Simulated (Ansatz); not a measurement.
In doubt: masses and optical values from hybrid runs of this build are listed as unsure (in some of the runs), which bears on the screening that GW takes from such a start.

The crystal is TiO2 (Rutile).

Symmetry: P4_2/mnm, No. 136, tetragonal system. Conventional cell: a = 4.592 Å, b = 4.592 Å, c = 2.957 Å, α = 90.00°, β = 90.00°, γ = 90.00°. Nearest to Ti lie 6 O at 1.95 to 1.98 Å. Nearest to O lie 3 Ti at 1.95 to 1.98 Å. Farther neighbours and most contacts between anions are not listed.

```cif
data_structure
_symmetry_space_group_name_H-M 'P 1'
_symmetry_Int_Tables_number 1
_cell_length_a 4.5922
_cell_length_b 4.5922
_cell_length_c 2.9574
_cell_angle_alpha 90.000
_cell_angle_beta 90.000
_cell_angle_gamma 90.000
_cell_volume 62.37
loop_
_atom_site_label
_atom_site_type_symbol
_atom_site_fract_x
_atom_site_fract_y
_atom_site_fract_z
_atom_site_occupancy
Ti1 Ti 0.00000 0.00000 0.00000 1
Ti2 Ti 0.50000 0.50000 0.50000 1
O3 O 0.30496 0.30496 0.00000 1
O4 O 0.19504 0.80496 0.50000 1
O5 O 0.69504 0.69504 0.00000 1
O6 O 0.80496 0.19504 0.50000 1
```

The cell and positions come from the Crystallography Open Database and are kept as given unless a step says otherwise.

Gaps computed with Ansatz 0.2.0 without a self-energy: HSE06 3.40 eV.

Estimate the G0W0@HSE06 gap with 4×4×6 mesh, 370 empty bands, screening to 190 eV, hard PAW files.

About 3.63 eV: on its mesh the run moves the gap from 3.39 eV by +0.24 eV. A band edge moves to another state on the way. Bands and cutoff are finite, so the gap is not at the basis limit. The miss can reach some tenths of an eV and take either sign; the mesh is an error of its own.

[Paths, hosts, dates, memory and timing lines, banners, echoed tables and standing remarks are left out of the program output.]

[Logs are printed without paths, hosts, clocks, repeated set-up lines and the standing remarks that a program may print on its own settings, such as how far it seeks lower states.]

[Runs of the session that timed out or met a known fault of the program may be left out.]

[Cells called generated may have been cut or substituted from an entry of the Crystallography Open Database or the Materials Project.]

[Hosts, paths, dates, database ids (printed as entryN), source tags and the programs' standing remarks are cut or masked in the printed files.]
